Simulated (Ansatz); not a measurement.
# CO on Li(100): change of the work function

How does CO on the bridge site change the work function of Li(100) as the layer fills?

Main program and level: Ansatz 0.2.0; plane-wave DFT, r2SCAN, Ansatz PAW, in the first sound run; inputs show where later runs differ.

Report form: the programs' logs are mostly left out.

### 1. The starting structure

The cell holds 5 atoms: 5 Li. Cell: a = 3.490 Å, b = 3.490 Å, c = 24.980 Å, α = 90.0°, β = 90.0°, γ = 90.0°. Vacuum lies along c.

### 2. The clean slab

The bare slab comes first, as the zero from which every change is counted. The two lowest layers are held at bulk places and the upper ones relax. The dipole correction removes the false field that a one-sided slab makes across the periodic vacuum, so each face gets a flat vacuum level of its own.

Input file input.yaml:

```yaml
crystal:
  lattice:
    - [3.49, 0.0, 0.0]
    - [0.0, 3.49, 0.0]
    - [0.0, 0.0, 24.98]
  atoms:
    - { symbol: Li, position: [0.0, 0.0, 0.3602882306] }
    - { symbol: Li, position: [0.5, 0.5, 0.4301441153] }
    - { symbol: Li, position: [0.0, 0.0, 0.5] }
    - { symbol: Li, position: [0.5, 0.5, 0.5698558847] }
    - { symbol: Li, position: [0.0, 0.0, 0.6397117694] }
kpoints:
  mp_grid: { grid: [9, 9, 1] }
hamiltonian:
  xc: r2scan
scf:
  occupations: { method: fermi_dirac, width: 0.1 }
  convergence: { dr2_threshold: 1.0e-08 }
efield:
  axis: 3
  dipole_correction: true
  ramp_position: 0.97
  ramp_width: 0.06
relax:
  f_tol: 0.02
  max_steps: 60
  constraints: [{ sites: [0, 1] }]
output:
  write_potential: true
  write_density: true
  volumetric_format: npy
```

Started as:

```
$ ansatz run input.yaml --threads 4 --pin off --max-ram 12288MiB --backend cpu --events-out ev --progress --plain --runs-dir out
```

Elapsed: 16 s, on 4 threads of Arm Neoverse V1, shared host; peak memory 0.59 GiB; 61 s of CPU time.

Relaxation path:

| step | energy less that of the first step (eV) | largest force component (eV/Å) |
| --- | --- | --- |
| 1 | 0.0000 | 0.1027 |
| 2 | -0.0052 | 0.0252 |
| 3 | -0.0059 | 0.0070 |

The run keeps the 8 symmetry operations that it works with, so distortions that break them were not tested.

The atoms that moved most (Å):

| atom | dx | dy | dz | length |
| --- | --- | --- | --- | --- |
| Li4 | 0.000 | 0.000 | -0.142 | 0.142 |
| Li3 | 0.000 | 0.000 | -0.075 | 0.075 |
| Li5 | 0.000 | 0.000 | -0.064 | 0.064 |

The relaxed structure:

```xyz
5
Lattice="3.4900 0.0000 0.0000 0.0000 3.4900 0.0000 0.0000 0.0000 24.9800" Properties=species:S:1:pos:R:3
Li    0.0000    0.0000    9.0000
Li    1.7450    1.7450   10.7450
Li    0.0000    0.0000   12.4154
Li    1.7450    1.7450   14.0929
Li    0.0000    0.0000   15.9163
```

Numbers from this step:

```yaml
energy_at_zero_smearing: -1024.9713 eV
work_function_upper_face: 2.915 eV
dipole_along_the_normal: 7.75e-4 e·Å
```

Running mean over 1.745 Å of the planar mean; the ramp of the sawtooth is left out. Table of electron's electrostatic potential energy less the Fermi level by z:

z (Å), electron's electrostatic potential energy less the Fermi level (eV) and a bar from the least value:
```
      3.0       2.93 ##############################
      3.5       2.93 ##############################
      4.0       2.93 ##############################
      4.5       2.92 ##############################
      5.0       2.92 ##############################
      5.5       2.90 ##############################
      6.0       2.87 ##############################
      6.5       2.77 #############################
      7.0       2.55 ###########################
      7.5       2.05 #######################
      8.0       0.94 ##############
      8.5      -0.35 ####
      9.0      -0.86 
      9.5      -0.86 
     10.0      -0.75 #
     10.5      -0.69 #
     11.0      -0.72 #
     11.5      -0.82 
     12.0      -0.76 #
     12.5      -0.71 #
     13.0      -0.79 #
     13.5      -0.79 #
     14.0      -0.67 ##
     14.5      -0.58 ##
     15.0      -0.56 ##
     15.5      -0.77 #
     16.0      -0.81 
     16.5      -0.20 #####
     17.0       1.14 ################
     17.5       2.14 ########################
     18.0       2.58 ###########################
     18.5       2.78 #############################
     19.0       2.86 #############################
     19.5       2.89 ##############################
     20.0       2.91 ##############################
     20.5       2.91 ##############################
     21.0       2.91 ##############################
     21.5       2.91 ##############################
```

The relaxation took 3 steps and lowered the energy by 0.0059 eV; the largest force on the free atoms ends at 0.0070 eV/Å.

The work function of the upper face is 2.92 eV.

### 3. The covered slab, k-mesh 3×3×1, coverage 0.111 ML

System of this step: CO/Li(100). The cell holds 47 atoms: 45 Li, 1 C and 1 O. Its edges and angles: a = 10.470 Å, b = 10.470 Å, c = 27.133 Å, α = 90.0°, β = 90.0°, γ = 90.0°. Vacuum lies along c.

The clean slab as it ended is repeated in the plane and the adsorbate is set on one face; the cell's size fixes the coverage, and the k-mesh shrinks with it to keep the sampling density about even. Adsorbate and upper layers relax, since the dipole depends on the height.

Input file input.yaml:

```yaml
crystal:
  lattice:
    - [10.47, 0.0, 0.0]
    - [0.0, 10.47, 0.0]
    - [0.0, 0.0, 27.1329745218]
  atoms:
    - { symbol: Li, position: [0.0, 0.0, 0.3316997181] }
    - { symbol: Li, position: [0.1666666667, 0.1666666667, 0.3960126079] }
    - { symbol: Li, position: [0.0, 0.0, 0.4575756014] }
    - { symbol: Li, position: [0.1666666667, 0.1666666667, 0.5194008401] }
    - { symbol: Li, position: [0.0, 0.0, 0.586603337] }
    - { symbol: Li, position: [0.0, 0.3333333333, 0.3316997181] }
    - { symbol: Li, position: [0.1666666667, 0.5, 0.3960126079] }
    - { symbol: Li, position: [0.0, 0.3333333333, 0.4575756014] }
[... 35 atom lines left out ...]
    - { symbol: Li, position: [0.8333333333, 0.8333333333, 0.5194008401] }
    - { symbol: Li, position: [0.6666666667, 0.6666666667, 0.586603337] }
    - { symbol: C, position: [0.1666666667, 0.0, 0.6255478738] }
    - { symbol: O, position: [0.1666666667, 0.0, 0.6683002819] }
kpoints:
  mp_grid: { grid: [3, 3, 1] }
hamiltonian:
  xc: r2scan
scf:
  occupations: { method: fermi_dirac, width: 0.1 }
  convergence: { dr2_threshold: 1.0e-08 }
efield:
  axis: 3
  dipole_correction: true
  ramp_position: 0.97
  ramp_width: 0.06
relax:
  f_tol: 0.02
  max_steps: 60
  constraints:
    - { sites: [0, 1, 5, 6, 10, 11, 15, 16, 20, 21, 25, 26, 30, 31, 35, 36, 40, 41] }
output:
  bader: true
  write_potential: true
  write_density: true
  volumetric_format: npy
```

Elapsed: 26 min, on 4 threads; peak memory 11 GiB; 1.6 h of CPU time.

This run has no spin polarisation although its electron count is odd.

The steps of the relaxation:

| step | energy less that of the first step (eV) | largest force component (eV/Å) |
| --- | --- | --- |
| 1 | 0.0000 | 0.4994 |
| 2 | -0.1327 | 0.9458 |
| 3 | -0.2480 | 0.9406 |
| 4 | -0.3183 | 0.4685 |
| 5 | -0.3202 | 2.4345 |
| 6 | -0.3540 | 0.1649 |
| 7 | -0.3550 | 0.0233 |
| 8 | -0.3554 | 0.0073 |

The run keeps the 4 symmetry operations that it works with, so distortions that break them were not tested.

The atoms that moved most (Å):

| atom | dx | dy | dz | length |
| --- | --- | --- | --- | --- |
| C46 | 0.000 | 0.000 | 0.668 | 0.668 |
| O47 | 0.000 | 0.000 | 0.658 | 0.658 |
| Li20 | -0.343 | 0.000 | -0.006 | 0.343 |
| Li5 | 0.343 | 0.000 | -0.006 | 0.343 |
| Li14 | 0.000 | -0.122 | -0.120 | 0.171 |
| Li4 | 0.000 | 0.122 | -0.120 | 0.171 |
| Li29 | -0.076 | 0.057 | 0.044 | 0.104 |
| Li19 | -0.076 | -0.057 | 0.044 | 0.104 |

Numbers from this step:

```
energy at zero smearing        : -10043.4442 eV
work function, upper face      : 3.102 eV
work function, lower face      : 2.913 eV
dipole along the normal        : -0.1149 e·Å
step between the vacuum levels : 0.1897 eV
```

Running mean over 1.745 Å of the planar mean; the ramp of the sawtooth is left out. Electron's electrostatic potential energy less the Fermi level against z:

| z (Å) | electron's electrostatic potential energy less the Fermi level (eV) |
| --- | --- |
| 4 | 2.91 |
| 5 | 2.90 |
| 6 | 2.85 |
| 7 | 2.54 |
| 8 | 0.941 |
| 9 | -0.851 |
| 10 | -0.749 |
| 11 | -0.719 |
| 12 | -0.753 |
| 13 | -0.816 |
| 14 | -0.657 |
| 15 | -0.545 |
| 16 | -0.775 |
| 17 | 0.883 |
| 18 | 2.01 |
| 19 | 2.59 |
| 20 | 3.02 |
| 21 | 3.10 |
| 22 | 3.10 |
| 23 | 3.10 |
| 24 | 3.10 |

The relaxation took 8 steps and lowered the energy by 0.36 eV; the largest force on the free atoms ends at 0.0073 eV/Å.

The covered face has 3.10 eV, +0.19 eV against the clean one; the bare back face has moved by -0.01 eV, a measure of how thin the slab is.

### 4. Adsorbate added, k-mesh 5×5×1, coverage 0.25 ML

System of this step: CO/Li(100). The cell holds 22 atoms: 20 Li, 1 C and 1 O. Its edges and angles: a = 6.980 Å, b = 6.980 Å, c = 27.133 Å, α = 90.0°, β = 90.0°, γ = 90.0°. Vacuum lies along c.

Another coverage, to see how the dipoles act on each other as their distance changes.

Input file input.yaml:

```yaml
crystal:
  lattice:
    - [6.98, 0.0, 0.0]
    - [0.0, 6.98, 0.0]
    - [0.0, 0.0, 27.1329745218]
  atoms:
    - { symbol: Li, position: [0.0, 0.0, 0.3316997181] }
    - { symbol: Li, position: [0.25, 0.25, 0.3960126079] }
    - { symbol: Li, position: [0.0, 0.0, 0.4575756014] }
    - { symbol: Li, position: [0.25, 0.25, 0.5194008401] }
    - { symbol: Li, position: [0.0, 0.0, 0.586603337] }
    - { symbol: Li, position: [0.0, 0.5, 0.3316997181] }
    - { symbol: Li, position: [0.25, 0.75, 0.3960126079] }
    - { symbol: Li, position: [0.0, 0.5, 0.4575756014] }
    - { symbol: Li, position: [0.25, 0.75, 0.5194008401] }
    - { symbol: Li, position: [0.0, 0.5, 0.586603337] }
    - { symbol: Li, position: [0.5, 0.0, 0.3316997181] }
    - { symbol: Li, position: [0.75, 0.25, 0.3960126079] }
    - { symbol: Li, position: [0.5, 0.0, 0.4575756014] }
    - { symbol: Li, position: [0.75, 0.25, 0.5194008401] }
    - { symbol: Li, position: [0.5, 0.0, 0.586603337] }
    - { symbol: Li, position: [0.5, 0.5, 0.3316997181] }
    - { symbol: Li, position: [0.75, 0.75, 0.3960126079] }
    - { symbol: Li, position: [0.5, 0.5, 0.4575756014] }
    - { symbol: Li, position: [0.75, 0.75, 0.5194008401] }
    - { symbol: Li, position: [0.5, 0.5, 0.586603337] }
    - { symbol: C, position: [0.25, 0.0, 0.6255478738] }
    - { symbol: O, position: [0.25, 0.0, 0.6683002819] }
kpoints:
  mp_grid: { grid: [5, 5, 1] }
hamiltonian:
  xc: r2scan
scf:
  occupations: { method: fermi_dirac, width: 0.1 }
  convergence: { dr2_threshold: 1.0e-08 }
efield:
  axis: 3
  dipole_correction: true
  ramp_position: 0.97
  ramp_width: 0.06
relax:
  f_tol: 0.02
  max_steps: 60
  constraints: [{ sites: [0, 1, 5, 6, 10, 11, 15, 16] }]
output:
  bader: true
  dos: { projected: true, e_range: [-8, 4] }
  write_potential: true
  write_density: true
  volumetric_format: npy
  elf: true
```

The job ended after 11 min (4 threads; peak memory 4.4 GiB; 42 min of CPU time).

Step by step:

| step | energy less that of the first step (eV) | largest force component (eV/Å) |
| --- | --- | --- |
| 1 | 0.0000 | 0.4931 |
| 2 | -0.1222 | 0.9150 |
| 3 | -0.2204 | 0.8981 |
| 4 | -0.2869 | 0.3414 |
| 5 | -0.3192 | 1.3512 |
| 6 | -0.3314 | 0.0689 |
| 7 | -0.3334 | 0.0749 |
| 8 | -0.3336 | 0.0044 |

Forces are held to the 4 operations that the run works with; a distortion that breaks them can't arise in this run.

The atoms that moved most (Å):

| atom | dx | dy | dz | length |
| --- | --- | --- | --- | --- |
| C21 | 0.000 | 0.000 | 0.760 | 0.760 |
| O22 | 0.000 | 0.000 | 0.749 | 0.749 |
| Li5 | 0.345 | 0.000 | 0.093 | 0.358 |
| Li15 | -0.345 | 0.000 | 0.093 | 0.358 |
| Li19 | 0.000 | 0.083 | 0.193 | 0.210 |
| Li14 | 0.000 | -0.083 | 0.193 | 0.210 |
| Li10 | 0.086 | 0.000 | 0.073 | 0.113 |
| Li20 | -0.086 | 0.000 | 0.073 | 0.113 |

The relaxed structure:

```
Li C O
1.0
     6.98000    0.00000    0.00000
     0.00000    6.98000    0.00000
     0.00000    0.00000   27.13297
Li C O
20 1 1
Cartesian
  0.0000 0.0000 9.0000
  1.7450 1.7450 10.7450
  -0.0061 0.0000 12.4868
  1.7450 1.8250 14.0325
  0.3453 0.0000 16.0093
  0.0000 3.4900 9.0000
  1.7450 5.2350 10.7450
  -0.0946 3.4900 12.4527
  1.7450 5.1550 14.0325
  0.0859 3.4900 15.9894
  3.4900 0.0000 9.0000
  5.2350 1.7450 10.7450
  3.4961 0.0000 12.4868
  5.2350 1.6618 14.2861
  3.1447 0.0000 16.0093
  3.4900 3.4900 9.0000
  5.2350 5.2350 10.7450
  3.5846 3.4900 12.4527
  5.2350 5.3182 14.2861
  3.4041 3.4900 15.9894
  1.7450 0.0000 17.7332
  1.7450 0.0000 18.8821
```

This step gave:

```yaml
energy_at_zero_smearing: -4918.5476 eV
work_function_upper_face: 3.385 eV
work_function_lower_face: 2.922 eV
dipole_along_the_normal: -0.1245 e·Å
step_between_the_vacuum_levels: 0.4624 eV
```

The density of states has structure finer than the step of the table below, so its rows give means over 0.25 eV, whole bins alone (the curve runs from -8 to 1.98 eV). Peaks (eV: height): -7.190: 137, -0.210: 24.4, 0.270: 24.3.

Table of density of states by energy, zero at the Fermi level; means over each step:

| energy (eV) | density of states (states/eV a cell) |
| --- | --- |
| -7.50 | 0 |
| -7.25 | 16.4 |
| -7.00 | 0 |
| -6.75 | 0 |
| -6.50 | 0 |
| -6.25 | 0 |
| -6.00 | 0 |
| -5.75 | 0 |
| -5.50 | 0 |
| -5.25 | 0 |
| -5.00 | 0 |
| -4.75 | 0 |
| -4.50 | 0 |
| -4.25 | 0 |
| -4.00 | 0 |
| -3.75 | 0 |
| -3.50 | 1.83 |
| -3.25 | 3.09 |
| -3.00 | 2.21 |
| -2.75 | 1.60 |
| -2.50 | 5.89 |
| -2.25 | 4.98 |
| -2.00 | 3.64 |
| -1.75 | 7.24 |
| -1.50 | 3.78 |
| -1.25 | 6.53 |
| -1.00 | 11.2 |
| -0.75 | 6.72 |
| -0.50 | 6.56 |
| -0.25 | 11.8 |
| 0.00 | 6.57 |
| 0.25 | 15.4 |
| 0.50 | 12.9 |
| 0.75 | 13.7 |
| 1.00 | 7.44 |
| 1.25 | 9.70 |
| 1.50 | 11.1 |
| 1.75 | 8.64 |

Projected DOS per atom over height of the atomic layer and energy from the Fermi level. Layers: Li4 Li4 Li4 Li4 Li4 C O from below.

Ten even steps from '0' (0.0 states/eV) to '9' (3.0 states/eV), each cell a mean:
```
0000020
0000010
0000031
1100152
1000110
1000000
1111100
0000000
0101000
0001000
0000000
0000000
0000000
0000000
0000000
0000000
0000000
0000000
0000000
0000000
0000092
0000000
```
Columns: height of the atomic layer (Å) from 9 to 18.9 (not evenly spaced); rows upwards: energy from the Fermi level (eV) from -7.96 to 1.95.

Electrostatic potential energy in the ca plane at fractional y = 0.000, with atoms of Li and C and O within 0.2 Å of it. With pseudopotentials it is smooth inside the atoms' cores, unlike the true potential.

Ten even steps from '0' (-33 eV) to '9' (2 eV), each cell a mean:
```
99997201689999864689999999999999999999999999
99998756899999988899999999999999999999999999
99999888999999999999999999999999999999999999
99999999999999999999999999999999999999999999
99999999999999999999999999999999999999999999
99999999999999999999999999999999999999999999
99999888999999999999999999999999999999999999
99998646899999988889999999999999999999999999
99997201689999854688999999999999999999999999
99997101589998610278999999999999999999999999
99998524799998510168899999999999999999999999
99999878899998742578778889999999999999999999
99999999999999887886214215999999999999999999
99999999999999988883000000899999999999999999
99999999999999988883000001899999999999999999
99999999999999877886214225999999999999999999
99999877899998742478778889999999999999999999
99998423799998500168999999999999999999999999
99997100589998610278999999999999999999999999
```
Columns run along c (16.0 Å, from fractional 0.38 to 0.97 of the cell; values clipped at the 3rd and 97th percentile), rows up along a (7.0 Å). Atoms in or near the plane, at fractional coordinates: Li at (0.46, 0.00), Li at (0.59, 0.05), Li at (0.46, 0.50), Li at (0.59, 0.45), C at (0.65, 0.25), O at (0.70, 0.25).

Valence density in the ca plane at fractional y = 0.000, with atoms of Li and C and O within 0.2 Å of it. It is the smooth field of the valence electrons, not physical close to the nuclei.

Values in e/Å³, 10 rows by 16 columns, each cell a mean:
```
0.1 0.1 1.6 0.1 0.1 0.1 0.1 0.0 0.0 0.0 0.0 0.0 0.0 0.0 0.0 0.0
0.1 0.1 0.1 0.1 0.0 0.0 0.0 0.0 0.0 0.0 0.0 0.0 0.0 0.0 0.0 0.0
0.1 0.1 0.1 0.1 0.0 0.0 0.0 0.0 0.0 0.0 0.0 0.0 0.0 0.0 0.0 0.0
0.1 0.1 0.1 0.1 0.0 0.0 0.0 0.0 0.0 0.0 0.0 0.0 0.0 0.0 0.0 0.0
0.1 0.1 3.2 0.1 0.1 0.5 0.3 0.0 0.0 0.0 0.0 0.0 0.0 0.0 0.0 0.0
0.1 0.1 1.6 0.1 0.1 2.4 1.7 0.1 0.1 0.0 0.0 0.0 0.0 0.0 0.0 0.0
0.1 0.1 0.1 0.1 0.1 0.1 0.2 0.8 1.8 0.7 0.0 0.0 0.0 0.0 0.0 0.0
0.1 0.1 0.1 0.1 0.1 0.0 0.3 1.6 4.8 2.0 0.0 0.0 0.0 0.0 0.0 0.0
0.1 0.1 0.1 0.1 0.1 0.5 0.4 0.5 0.8 0.3 0.0 0.0 0.0 0.0 0.0 0.0
0.1 0.1 3.1 0.1 0.1 2.4 1.7 0.1 0.0 0.0 0.0 0.0 0.0 0.0 0.0 0.0
```
Columns run along c (16.0 Å, from fractional 0.38 to 0.97 of the cell), rows up along a (7.0 Å). Atoms in or near the plane, at fractional coordinates: Li at (0.46, 0.00), Li at (0.59, 0.05), Li at (0.46, 0.50), Li at (0.59, 0.45), C at (0.65, 0.25), O at (0.70, 0.25).

ELF in the ca plane at fractional y = 0.000, with atoms of Li and C and O within 0.2 Å of it. It is the smooth field of the valence electrons, not physical close to the nuclei.

Ten even steps from '0' (0.00 × 1e-1) to '9' (9.87 × 1e-1), each cell a mean:
```
56520597115664012000000000000000000000000000
66641021035666310000000000000000000000000000
66654211356666654432100000000000000000000000
66666555665666666654210000000000000000000000
66666666665566676654320000000000000000000000
66666655665666666654210000000000000000000000
66654111356666654432100000000000000000000000
66641021035666310000000000000000000000000000
56520597115664013100000000000000000000000000
46520798115762179600110000000000000000000000
56630263026762189603532233210000000000000000
66652000146763035127755566531000000000000000
66665433566775100179757788751000000000000000
66666666666776300599528558862000000000000000
66666666666776300599627658862000000000000000
66665433566775100179757778751000000000000000
66652000146763035127754566531000000000000000
56630263026762189603532233210000000000000000
46520798115762179600110000000000000000000000
```
Columns run along c (16.0 Å, from fractional 0.38 to 0.97 of the cell), rows up along a (7.0 Å). Atoms in or near the plane, at fractional coordinates: Li at (0.46, 0.00), Li at (0.59, 0.05), Li at (0.46, 0.50), Li at (0.59, 0.45), C at (0.65, 0.25), O at (0.70, 0.25).

The relaxation took 8 steps and lowered the energy by 0.33 eV; the largest force on the free atoms ends at 0.0044 eV/Å.

By hand: a sheet of dipoles makes a step −p/(ε₀A) in the electron's potential. With e/ε₀ = 180.95 V·Å, p = -0.1245 e·Å and A = 48.72 Å², that is −180.95 × (-0.1245) / 48.72 = +0.462 eV, and the two vacuum levels of the run differ by +0.462 eV.

The covered face has 3.38 eV, +0.47 eV against the clean one; the bare back face has moved by -0.00 eV, a measure of how thin the slab is.

(Continued in part 2 of 3.)

[Logs are printed without paths, hosts, clocks, repeated set-up lines and the standing remarks that a program may print on its own settings, such as how far it seeks lower states.]

[Hosts, paths, dates, database ids (printed as entryN), source tags and the programs' standing remarks are cut or masked in the printed files.]

[Maps of the electrostatic potential energy from Ansatz leave out the sawtooth potential of an applied field or a dipole correction, so their vacuum need not be flat; planar profiles and work functions include it.]

[The density of states shown here was stored with 400 of the rows of the run's finer table, so its peaks can read low, often by over a quarter, or be missed, and its means over a window can be off by a tenth or more.]
